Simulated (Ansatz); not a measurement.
**RbRuF3, from a guessed structure to a relaxed one**

This structure for RbRuF3 is made up. Its elements were placed in a known structure type with a cell scaled to their sizes. What cell does the guess relax to, and how far off was it?

Main program and level: Ansatz 0.2.0; DFT, PBEsol, plane-wave PAW, files of the set soft_1, scalar-relativistic, no spin, cell and ions relaxed at zero pressure; PAW set soft_1, in the first sound run; inputs show where later runs differ.

### 1. The structure

Symmetry: Pm-3m, No. 221, cubic system. Conventional cell: a = 4.206 Å, b = 4.206 Å, c = 4.206 Å, α = 90.00°, β = 90.00°, γ = 90.00°. Nearest to Ru lie 6 F at 2.10 Å. Rb has 12 F at 2.97 Å nearest. F has 2 Ru at 2.10 Å and 4 Rb at 2.97 Å nearest. Farther neighbours and most contacts between anions are not listed.

### 2. Relaxing cell and atoms

The guessed cell has no reason to be at equilibrium. It is relaxed with the atoms, within the space group of the guess.

The input, input.yaml:

```yaml
crystal:
  lattice:
    - [4.206, 0.0, 0.0]
    - [0.0, 4.206, 0.0]
    - [0.0, 0.0, 4.206]
  atoms:
    - { symbol: Ru, position: [0.5, 0.5, 0.5] }
    - { symbol: Rb, position: [0.0, 0.0, 0.0] }
    - { symbol: F, position: [0.5, 0.0, 0.5] }
    - { symbol: F, position: [0.0, 0.5, 0.5] }
    - { symbol: F, position: [0.5, 0.5, 0.0] }
kpoints:
  mp_grid: { grid: [6, 6, 6] }
scf:
  occupations: { method: fermi_dirac, width: 0.05 }
hamiltonian:
  xc: pbesol
  pseudopotentials: { kind: paw, azcp: { folder: soft_1 }, xc_functional: pbe }
relax:
  f_tol: 0.015
  max_steps: 70
  cell: {}
output:
  forces: true
  stress: true
```

Command:

```sh
$ ansatz run input.yaml --threads 4 --pin off --max-ram 8192MiB --backend cpu --events-out ev --progress --plain --runs-dir out
```

Numbers of over 12 decimals in the logs are rounded to 6 here.

Output:

```text
Engine: ansatz 0.2.0, x86_64-unknown-linux-gnu
Pseudopotentials: kind: paw
Pseudopotential: Ru, paw, valence charge 16, recommended cutoff 420 eV (normal), soft_1/Ru.paw.azcp
Pseudopotential: Rb, paw, valence charge 9, recommended cutoff 420 eV (normal), soft_1/Rb.paw.azcp
Pseudopotential: F, paw, valence charge 7, recommended cutoff 420 eV (normal), soft_1/F.paw.azcp
Functional definition: PBEsol
  exchange = pbesol_x
  correlation = pbesol_c
Crystal: 5 atoms, lattice volume = 74.406 Å³
Basis set: ecut = 420 eV, 1419 PW (Γ), exchange–correlation on 60×60×60 points (8 copies of the dense FFT grid, shifted against one another)
Bands: 28, of which v1, the nominal top of the filled ones, is band 23 counted from 1 (22 counted from 0)
Symmetry: 48 space group operations
Space group: Pm-3m (ITA 221), of the structure as read, at distance tolerance 4.2e-5 Å
k-points: 20 of 216
Non-local potential: Ru, projectors of the file, l = 0: 3, l = 1: 2, l = 2: 2, l = 3: 1
Non-local potential: Rb, projectors of the file, l = 0: 3, l = 1: 2, l = 2: 2
Non-local potential: F, projectors of the file, l = 0: 2, l = 1: 2, l = 2: 1
PAW form: soft (Blöchl's): semilocal exchange-correlation on the pseudo side does not see the compensation charge
PAW frozen core: Ru, regenerated for the run's functional, and the local potential with it (the file was generated under x = pbe(κ = 0.804, μ = 0.219515), c = pbe(β = 0.066725))
PAW frozen core: Rb, regenerated for the run's functional, and the local potential with it (the file was generated under x = pbe(κ = 0.804, μ = 0.219515), c = pbe(β = 0.066725))
PAW frozen core: F, regenerated for the run's functional, and the local potential with it (the file was generated under x = pbe(κ = 0.804, μ = 0.219515), c = pbe(β = 0.066725))
PAW one-centre angular grid: Ru, 590 points (default); XC on 64 Gauss nodes
PAW one-centre angular grid: Rb, 110 points (default); XC on 64 Gauss nodes
PAW one-centre angular grid: F, 110 points (default); XC on 64 Gauss nodes
Initial density: superposition of atomic densities (chi_scale 0.1, normalization cell, long waves kept (reshape's long-wave potential 0.00 eV rms))
Initial wavefunctions: pseudopotential atomic-orbital guess
Functional: x = pbesol(κ = 0.804, μ = 0.123457), c = pbesol(β = 0.046)
SCF iter   1: F=—  HF=-11440.422638 eV  |F-HF|=—  |Δ(HF+E_count)|=         —  Δρ=2.01e-1  dr2=2.46e1  ethr=3.10e-3  ⟨swp⟩=6.1  Hψ=2397  notcnv=0
preconditioner: auto → Kerker (q_TF=auto, 2.518 Å⁻¹)  [metal: Δε(μ)=0.036 eV  Ē_g=11.847 eV  σ=0.050 eV  W_gap=0.18  n_scr=18 (ndim 8)  ℏωp=25.8 eV  f_vac=0.004  D(μ)=4.73/eV (n_scr^D=56)]
SCF iter   2: F=—  HF=-11436.136659 eV  |F-HF|=—  |Δ(HF+E_count)|=    4.29e0  Δρ=8.15e-2  dr2=4.97e0  ethr=3.10e-3  ⟨swp⟩=3.1  Hψ=1216  notcnv=0  defer=4
SCF iter   3: F=—  HF=-11434.898599 eV  |F-HF|=—  |Δ(HF+E_count)|=    1.24e0  Δρ=2.08e-2  dr2=5.34e-1  ethr=3.10e-3  ⟨swp⟩=3.1  Hψ=1188  notcnv=0  defer=4
SCF iter   4: F=—  HF=-11434.705386 eV  |F-HF|=—  |Δ(HF+E_count)|=   1.93e-1  Δρ=6.32e-3  dr2=4.41e-2  ethr=1.16e-3  ⟨swp⟩=3.1  Hψ=1105  notcnv=0  defer=4
SCF iter   5: F=—  HF=-11434.697769 eV  |F-HF|=—  |Δ(HF+E_count)|=   7.62e-3  Δρ=1.80e-3  dr2=4.82e-3  ethr=9.58e-5  ⟨swp⟩=2.5  Hψ=983  notcnv=0  defer=4
SCF iter   6: F=—  HF=-11434.697350 eV  |F-HF|=—  |Δ(HF+E_count)|=   4.19e-4  Δρ=6.13e-4  dr2=5.35e-4  ethr=1.05e-5  ⟨swp⟩=2.0  Hψ=912  notcnv=0  defer=4
SCF iter   7: F=—  HF=-11434.697195 eV  |F-HF|=—  |Δ(HF+E_count)|=   1.55e-4  Δρ=2.19e-4  dr2=6.43e-5  ethr=1.16e-6  ⟨swp⟩=2.1  Hψ=862  notcnv=0  defer=4
SCF iter   8: F=—  HF=-11434.696996 eV  |F-HF|=—  |Δ(HF+E_count)|=   1.99e-4  Δρ=7.10e-5  dr2=4.17e-6  ethr=1.40e-7  ⟨swp⟩=2.1  Hψ=867  notcnv=0  defer=4
SCF iter   9: F=—  HF=-11434.697002 eV  |F-HF|=—  |Δ(HF+E_count)|=   5.45e-6  Δρ=2.25e-5  dr2=4.23e-7  ethr=9.06e-9  ⟨swp⟩=2.1  Hψ=969  notcnv=0  defer=4
SCF iter  10: F=-11434.697003 eV  HF=-11434.697003 eV  |F-HF|=4.90e-8  |Δ(HF+E_count)|=   9.13e-7  Δρ=4.85e-6  dr2=1.40e-8  ethr=2.17e-10  ⟨swp⟩=5.0  Hψ=2066  notcnv=0
SCF 1 converged in 10 iterations: F = -11434.697003 eV  dr2 = 1.40e-8
  greatest PAW one-centre occupation: 1.000 electrons in one spin orbital (limit 2), on the Ru atom at site 0 (counted from 0), in its partial waves of l = 0
relax step   1: F+E_penalty+E_count = -11434.69700281 eV  Δ(F+E_penalty+E_count) = +0.000e0 eV  max|allowed force component| = 3.179e-29 eV/Å  Δτ_max = 0.0000 Å  P = -1.307 GPa  Ω = 74.406 Å³  (10 SCF iters, dr2 threshold 1.00e-7 eV, accepted)
Crystal: 5 atoms, lattice volume = 73.483 Å³
Basis set: ecut = 420 eV, 1365 PW (Γ), exchange–correlation on 60×60×60 points (8 copies of the dense FFT grid, shifted against one another)
Initial density: handed on by an earlier stage of this run
Initial wavefunctions: those handed on with the density
iter 1 solved again at ethr=3.20e-6 eV; its pass at ethr=3.10e-3 eV (dr2=1.47e-3 eV) is discarded
SCF iter   1: F=—  HF=-11434.703904 eV  |F-HF|=—  |Δ(HF+E_count)|=         —  Δρ=1.44e-3  dr2=1.38e-3  ethr=3.20e-6  ⟨swp⟩=2.0  Hψ=2672  notcnv=0
preconditioner: auto → LDOS  [metal: Δε(μ)=0.083 eV  Ē_g=14.065 eV  σ=0.050 eV  W_gap=0.39  n_scr=18 (ndim 8)  ℏωp=26.7 eV  f_vac=0.054  D(μ)=4.69/eV (n_scr^D=56)  β→1.0]
SCF iter   2: F=—  HF=-11434.703670 eV  |F-HF|=—  |Δ(HF+E_count)|=   2.33e-4  Δρ=5.11e-4  dr2=2.73e-4  ethr=3.00e-6  ⟨swp⟩=2.6  Hψ=932  notcnv=0
SCF iter   3: F=—  HF=-11434.703409 eV  |F-HF|=—  |Δ(HF+E_count)|=   2.62e-4  Δρ=4.62e-4  dr2=1.45e-4  ethr=5.94e-7  ⟨swp⟩=2.0  Hψ=912  notcnv=0
SCF iter   4: F=—  HF=-11434.703376 eV  |F-HF|=—  |Δ(HF+E_count)|=   3.27e-5  Δρ=1.32e-4  dr2=1.89e-5  ethr=3.16e-7  ⟨swp⟩=2.1  Hψ=824  notcnv=0
SCF iter   5: F=—  HF=-11434.703371 eV  |F-HF|=—  |Δ(HF+E_count)|=   5.33e-6  Δρ=3.80e-5  dr2=5.04e-7  ethr=4.10e-8  ⟨swp⟩=3.0  Hψ=987  notcnv=0
SCF iter   6: F=-11434.703371 eV  HF=-11434.703371 eV  |F-HF|=2.82e-9  |Δ(HF+E_count)|=   1.13e-7  Δρ=5.90e-6  dr2=9.16e-9  ethr=1.09e-9  ⟨swp⟩=4.1  Hψ=1822  notcnv=0
SCF 2 converged in 6 iterations: F = -11434.703371 eV  dr2 = 9.16e-9
relax step   2: F+E_penalty+E_count = -11434.70337055 eV  Δ(F+E_penalty+E_count) = -6.368e-3 eV  max|allowed force component| = 1.696e-29 eV/Å  Δτ_max = 0.0000 Å  P = -0.209 GPa  Ω = 73.483 Å³  energy of the carried Pulay correction = +1.964e-3 eV  (6 SCF iters, dr2 threshold 5.00e-7 eV, accepted)
Crystal: 5 atoms, lattice volume = 73.309 Å³
iter 1 solved again at ethr=1.16e-7 eV; its pass at ethr=3.10e-3 eV (dr2=5.34e-5 eV) is discarded
SCF iter   1: F=—  HF=-11434.704073 eV  |F-HF|=—  |Δ(HF+E_count)|=         —  Δρ=2.62e-4  dr2=5.00e-5  ethr=1.16e-7  ⟨swp⟩=2.0  Hψ=2584  notcnv=0
preconditioner: auto → LDOS  [metal: Δε(μ)=0.083 eV  Ē_g=14.090 eV  σ=0.050 eV  W_gap=0.39  n_scr=18 (ndim 8)  ℏωp=26.7 eV  f_vac=0.054  D(μ)=4.63/eV (n_scr^D=56)  β→1.0]
SCF iter   2: F=—  HF=-11434.703857 eV  |F-HF|=—  |Δ(HF+E_count)|=   2.17e-4  Δρ=9.82e-5  dr2=9.55e-6  ethr=1.09e-7  ⟨swp⟩=2.4  Hψ=899  notcnv=0
SCF iter   3: F=—  HF=-11434.703855 eV  |F-HF|=—  |Δ(HF+E_count)|=   1.94e-6  Δρ=8.40e-5  dr2=4.93e-6  ethr=2.08e-8  ⟨swp⟩=2.0  Hψ=920  notcnv=0
SCF iter   4: F=—  HF=-11434.703853 eV  |F-HF|=—  |Δ(HF+E_count)|=   1.16e-6  Δρ=2.43e-5  dr2=6.40e-7  ethr=1.07e-8  ⟨swp⟩=2.0  Hψ=805  notcnv=0
SCF iter   5: F=-11434.703853 eV  HF=-11434.703853 eV  |F-HF|=1.82e-8  |Δ(HF+E_count)|=   1.69e-7  Δρ=8.02e-6  dr2=2.39e-8  ethr=2.38e-10  ⟨swp⟩=3.0  Hψ=2288  notcnv=0
SCF 3 converged in 5 iterations: F = -11434.703853 eV  dr2 = 2.39e-8
relax step   3: F+E_penalty+E_count = -11434.70385324 eV  Δ(F+E_penalty+E_count) = -4.827e-4 eV  max|allowed force component| = 2.597e-29 eV/Å  Δτ_max = 0.0000 Å  P = +0.006 GPa  Ω = 73.309 Å³  energy of the carried Pulay correction = +2.336e-3 eV  (5 SCF iters, dr2 threshold 1.10e-7 eV, accepted)
Initial wavefunctions: pseudopotential atomic-orbital guess (no wavefunctions were taken with the density)
iter 1 solved again at ethr=1.64e-7 eV; its pass at ethr=3.10e-3 eV (dr2=7.56e-5 eV) is discarded
SCF iter   1: F=—  HF=-11434.701818 eV  |F-HF|=—  |Δ(HF+E_count)|=         —  Δρ=1.22e-4  dr2=1.68e-6  ethr=1.64e-7  ⟨swp⟩=3.7  Hψ=3878  notcnv=0
preconditioner: auto → LDOS  [metal: Δε(μ)=0.083 eV  Ē_g=14.092 eV  σ=0.050 eV  W_gap=0.39  n_scr=18 (ndim 8)  ℏωp=26.7 eV  f_vac=0.054  D(μ)=4.63/eV (n_scr^D=56)  β→1.0]
SCF iter   2: F=—  HF=-11434.701605 eV  |F-HF|=—  |Δ(HF+E_count)|=   2.13e-4  Δρ=5.54e-5  dr2=8.72e-7  ethr=3.66e-9  ⟨swp⟩=2.0  Hψ=1028  notcnv=0
SCF iter   3: F=—  HF=-11434.701604 eV  |F-HF|=—  |Δ(HF+E_count)|=   2.43e-7  Δρ=1.07e-5  dr2=3.72e-8  ethr=1.90e-9  ⟨swp⟩=2.0  Hψ=914  notcnv=0
SCF iter   4: F=—  HF=-11434.701604 eV  |F-HF|=—  |Δ(HF+E_count)|=   5.30e-9  Δρ=3.41e-6  dr2=6.81e-9  ethr=8.08e-11  ⟨swp⟩=2.0  Hψ=1006  notcnv=0
SCF iter   5: F=—  HF=-11434.701604 eV  |F-HF|=—  |Δ(HF+E_count)|=  9.11e-10  Δρ=2.10e-6  dr2=2.92e-9  ethr=1.48e-11  ⟨swp⟩=1.0  Hψ=560  notcnv=0
SCF iter   6: F=—  HF=-11434.701604 eV  |F-HF|=—  |Δ(HF+E_count)|=  6.22e-10  Δρ=6.91e-7  dr2=2.84e-10  ethr=6.35e-12  ⟨swp⟩=2.1  Hψ=797  notcnv=0
SCF iter   7: F=-11434.701604 eV  HF=-11434.701604 eV  |F-HF|=3.64e-12  |Δ(HF+E_count)|=  7.46e-11  Δρ=1.11e-7  dr2=3.60e-12  ethr=1.00e-12  ⟨swp⟩=4.7  Hψ=1981  notcnv=0
SCF 4 converged in 7 iterations: F = -11434.701604 eV  dr2 = 3.60e-12
relax step   4: F+E_penalty+E_count = -11434.70160446 eV  Δ(F+E_penalty+E_count) = +2.249e-3 eV  max|allowed force component| = 1.313e-29 eV/Å  Δτ_max = 0.0000 Å  P = -0.052 GPa  Ω = 73.309 Å³  stress off target by 5.20e-2 GPa  SCF on the basis re-selected at this cell (its energy is not comparable with the rows above)  (7 SCF iters)
basis re-selected at this cell: Δ(F+E_penalty+E_count) = +2.249e-3 eV, ΔP = -0.058 GPa vs the last step (what re-selecting the basis moved, of the pressure what is left beyond the Pulay correction that the steps carried, after the strain that the cell walked since its last selection, with what the two solves' SCF thresholds leave and, on support functions, any second-order correction that the steps lacked; it is no m [...]
Crystal: 5 atoms, lattice volume = 73.267 Å³
iter 1 solved again at ethr=7.05e-9 eV; its pass at ethr=3.10e-3 eV (dr2=3.24e-6 eV) is discarded
SCF iter   1: F=—  HF=-11434.701913 eV  |F-HF|=—  |Δ(HF+E_count)|=         —  Δρ=5.92e-5  dr2=3.02e-6  ethr=7.05e-9  ⟨swp⟩=2.0  Hψ=2588  notcnv=0
preconditioner: auto → LDOS  [metal: Δε(μ)=0.083 eV  Ē_g=14.095 eV  σ=0.050 eV  W_gap=0.39  n_scr=18 (ndim 8)  ℏωp=26.7 eV  f_vac=0.054  D(μ)=4.62/eV (n_scr^D=56)  β→1.0]
SCF iter   2: F=—  HF=-11434.701703 eV  |F-HF|=—  |Δ(HF+E_count)|=   2.10e-4  Δρ=3.28e-5  dr2=5.73e-7  ethr=6.57e-9  ⟨swp⟩=2.0  Hψ=1011  notcnv=0
SCF iter   3: F=—  HF=-11434.701703 eV  |F-HF|=—  |Δ(HF+E_count)|=   1.06e-7  Δρ=1.82e-5  dr2=2.39e-7  ethr=1.25e-9  ⟨swp⟩=2.0  Hψ=913  notcnv=0
SCF iter   4: F=—  HF=-11434.701703 eV  |F-HF|=—  |Δ(HF+E_count)|=   5.97e-8  Δρ=7.13e-6  dr2=3.20e-8  ethr=5.20e-10  ⟨swp⟩=2.0  Hψ=870  notcnv=0
SCF iter   5: F=—  HF=-11434.701703 eV  |F-HF|=—  |Δ(HF+E_count)|=   5.23e-9  Δρ=3.53e-6  dr2=7.05e-9  ethr=6.95e-11  ⟨swp⟩=2.8  Hψ=947  notcnv=0
SCF iter   6: F=-11434.701703 eV  HF=-11434.701703 eV  |F-HF|=2.80e-10  |Δ(HF+E_count)|=   1.44e-9  Δρ=8.30e-7  dr2=3.22e-10  ethr=1.47e-11  ⟨swp⟩=4.0  Hψ=1800  notcnv=0
SCF 5 converged in 6 iterations: F = -11434.701703 eV  dr2 = 3.22e-10
relax step   5: F+E_penalty+E_count = -11434.70170250 eV  Δ(F+E_penalty+E_count) = -9.804e-5 eV  max|allowed force component| = 2.422e-29 eV/Å  Δτ_max = 0.0000 Å  P = -0.001 GPa  Ω = 73.267 Å³  energy of the carried Pulay correction = +9.116e-5 eV  (6 SCF iters, dr2 threshold 6.77e-9 eV, accepted)
iter 1 solved again at ethr=1.85e-7 eV; its pass at ethr=3.10e-3 eV (dr2=8.52e-5 eV) is discarded
SCF iter   1: F=—  HF=-11434.701913 eV  |F-HF|=—  |Δ(HF+E_count)|=         —  Δρ=2.42e-5  dr2=9.47e-8  ethr=1.85e-7  ⟨swp⟩=3.6  Hψ=3841  notcnv=0
preconditioner: auto → LDOS  [metal: Δε(μ)=0.083 eV  Ē_g=14.096 eV  σ=0.050 eV  W_gap=0.39  n_scr=18 (ndim 8)  ℏωp=26.7 eV  f_vac=0.054  D(μ)=4.62/eV (n_scr^D=56)  β→1.0]
SCF iter   2: F=—  HF=-11434.701703 eV  |F-HF|=—  |Δ(HF+E_count)|=   2.11e-4  Δρ=2.63e-5  dr2=9.39e-8  ethr=2.06e-10  ⟨swp⟩=3.5  Hψ=1381  notcnv=0
SCF iter   3: F=—  HF=-11434.701703 eV  |F-HF|=—  |Δ(HF+E_count)|=  6.18e-11  Δρ=1.22e-5  dr2=2.05e-8  ethr=2.04e-10  ⟨swp⟩=1.0  Hψ=560  notcnv=0
SCF iter   4: F=—  HF=-11434.701703 eV  |F-HF|=—  |Δ(HF+E_count)|=   1.17e-9  Δρ=6.41e-6  dr2=6.69e-9  ethr=4.46e-11  ⟨swp⟩=1.0  Hψ=560  notcnv=0
SCF iter   5: F=—  HF=-11434.701703 eV  |F-HF|=—  |Δ(HF+E_count)|=  7.82e-11  Δρ=4.57e-6  dr2=3.23e-9  ethr=1.45e-11  ⟨swp⟩=1.1  Hψ=573  notcnv=0
SCF iter   6: F=—  HF=-11434.701703 eV  |F-HF|=—  |Δ(HF+E_count)|=  1.64e-11  Δρ=3.59e-6  dr2=2.05e-9  ethr=7.02e-12  ⟨swp⟩=1.0  Hψ=560  notcnv=0
SCF iter   7: F=—  HF=-11434.701703 eV  |F-HF|=—  |Δ(HF+E_count)|=  9.09e-12  Δρ=2.74e-6  dr2=1.18e-9  ethr=4.46e-12  ⟨swp⟩=1.0  Hψ=560  notcnv=0
SCF iter   8: F=—  HF=-11434.701703 eV  |F-HF|=—  |Δ(HF+E_count)|=  1.27e-11  Δρ=1.65e-6  dr2=4.25e-10  ethr=2.56e-12  ⟨swp⟩=1.0  Hψ=560  notcnv=0
SCF iter   9: F=—  HF=-11434.701703 eV  |F-HF|=—  |Δ(HF+E_count)|=  1.27e-11  Δρ=5.85e-7  dr2=5.39e-11  ethr=1.00e-12  ⟨swp⟩=1.0  Hψ=560  notcnv=0
SCF iter  10: F=-11434.701703 eV  HF=-11434.701703 eV  |F-HF|=3.64e-12  |Δ(HF+E_count)|=  3.64e-12  Δρ=1.12e-8  dr2=5.47e-14  ethr=1.00e-12  ⟨swp⟩=3.9  Hψ=1609  notcnv=0
SCF 6 converged in 10 iterations: F = -11434.701703 eV  dr2 = 5.47e-14
relax step   6: F+E_penalty+E_count = -11434.70170250 eV  Δ(F+E_penalty+E_count) = -1.091e-10 eV  max|allowed force component| = 5.207e-30 eV/Å  Δτ_max = 0.0000 Å  P = -0.002 GPa  Ω = 73.267 Å³  stress off target by 1.65e-3 GPa  SCF on the basis re-selected at this cell (its energy is not comparable with the rows above)  (10 SCF iters)
basis re-selected at this cell: Δ(F+E_penalty+E_count) = -1.091e-10 eV, ΔP = -0.001 GPa vs the last step (what re-selecting the basis moved, of the pressure what is left beyond the Pulay correction that the steps carried, after the strain that the cell walked since its last selection, with what the two solves' SCF thresholds leave and, on support functions, any second-order correction that the steps lacked; it is no  [...]
SCF converged after 10 iterations
Free energy (F): -11434.701703 eV
Harris-Foulkes:  -11434.701703 eV  (|F-HF|=3.64e-12)
Internal energy: -11434.665401 eV  (E = F + TS)
E sigma→0 (E₀):  -11434.683552 eV
Entropy (-TS):   -0.036301 eV (-7.260 meV/atom)
Fermi energy:    9.477817 eV
--- Per-component energies (eV) ---
  E_band       = -354.822287
  E_kinetic    = 1233.790066
  E_local      = -4462.703630  (includes V_loc(G=0)·N_el)
  E_nonlocal   = 874.159626
  E_hartree    = 1591.507339
  E_xc         = -516.935196
  E_vxc        = -633.528839  (∫ρ·V_xc dr)
  E_paw        = -6610.287401  (= ΣΔE_a)
  E_vpaw       = -549.556804  (= ΣTr[D̂ρ^β])
  E_aug_tail   = 0.002625  (compensation charges beyond the density's cutoff)
  E_ewald      = -3544.703125
  E_core_change = 0.504296  (= ΣΔE_core)
  E_smearing   = -0.036301  (= −TS)
  E_closure    = -0.000000  (closes the sum)
  Σ components = -11434.701703   (vs F -11434.701703, Δ=0.00e0)
--- Forces (eV/Å), atoms counted from 1 ---
  atom   1  Ru     0.00000000     0.00000000     0.00000000
  atom   2  Rb     0.00000000     0.00000000     0.00000000
  atom   3  F      0.00000000    -0.00000000     0.00000000
  atom   4  F      0.00000000     0.00000000     0.00000000
  atom   5  F     -0.00000000     0.00000000     0.00000000
  max |Σ_I F_I| component: 1.03e-29 eV/Å
--- Stress (GPa, compression-positive) ---
       -0.001650       0.000000       0.000000
        0.000000      -0.001650       0.000000
        0.000000       0.000000      -0.001650
  P = ⅓ Tr σ = -0.0017 GPa (-0.017 kbar)
--- Relaxed structure (4 steps of the walk, 4 accepted, 2 SCFs on fresh bases) ---
  F+E_penalty+E_count = -11434.70170250 eV   max|allowed force component| = 5.207e-30 eV/Å   (the final SCF, on the basis selected at the relaxed cell)
  cell:  # Å, volume = 73.2673 Å³
    - [4.184434, 0, 0]
    - [0, 4.184434, 0.0]
    - [0, 0.0, 4.184434]
  atoms:
    - { symbol: Ru, position: [0.5, 0.5, 0.5] }
    - { symbol: Rb, position: [0, 0, 0] }
    - { symbol: F, position: [0.5, 0, 0.5] }
    - { symbol: F, position: [0, 0.5, 0.5] }
    - { symbol: F, position: [0.5, 0.5, 0] }
```

Elapsed: 4.2 s, on 4 threads of Intel Xeon at 2.60GHz (Ice Lake), shared host; peak memory 0.46 GiB.

This run has no spin polarisation, although Ru can carry a moment.

Step by step:

```csv
step,energy less that of the first step (eV),largest force component (eV/Å),pressure (GPa),volume (Å³)
1,0.0000,0.0000,-1.31,74.41
2,-0.0064,0.0000,-0.21,73.48
3,-0.0069,0.0000,0.01,73.31
4*,-0.0046,0.0000,-0.05,73.31
5,-0.0047,0.0000,0.00,73.27
6*,-0.0047,0.0000,0.00,73.27
```

Relaxation steps marked * repeat the geometry before them on a plane-wave basis chosen anew for their cell, so energy and pressure can jump there.

Forces are held to the 48 operations that the run works with; a distortion that breaks them can't arise in this run.

```csv
"conventional cell, symmetrised",before,after,change
a (Å),4.206,4.184,-0.5 %
b (Å),4.206,4.184,-0.5 %
c (Å),4.206,4.184,-0.5 %
volume (Å³/atom),14.88,14.65,-1.5 %
```

The relaxed structure:

```xyz
5
Lattice="4.1844 0.0000 0.0000 0.0000 4.1844 0.0000 0.0000 0.0000 4.1844" Properties=species:S:1:pos:R:3 pbc="T T T"
Ru    2.0922    2.0922    2.0922
Rb    0.0000    0.0000    0.0000
F     2.0922    0.0000    2.0922
F     0.0000    2.0922    2.0922
F     2.0922    2.0922    0.0000
```

Numbers from this step:

```yaml
free_energy: -11434.7017 eV
energy_at_zero_smearing: -11434.6836 eV
smearing_term_ts: 0.03630 eV
fermi_energy: 9.478 eV
electrons: 46
symmetry_operations: 48
pressure: -0.001650 GPa
```

The shortest distance of each pair, which need not be the same contact before and after:

```csv
pair,guess (Å),relaxed (Å)
F–Ru,2.103,2.092
F–Rb,2.974,2.959
F–F,2.974,2.959
Rb–Ru,3.643,3.624
Ru–Ru,4.206,4.184
```

The relaxation ends with a pressure of 0.00 GPa.

(Continued in part 2 of 2.)

[Logs are printed without paths, hosts, clocks, repeated set-up lines and the standing remarks that a program may print on its own settings, such as how far it seeks lower states.]

[Hosts, paths, dates, database ids (printed as entryN), source tags and the programs' standing remarks are cut or masked in the printed files.]
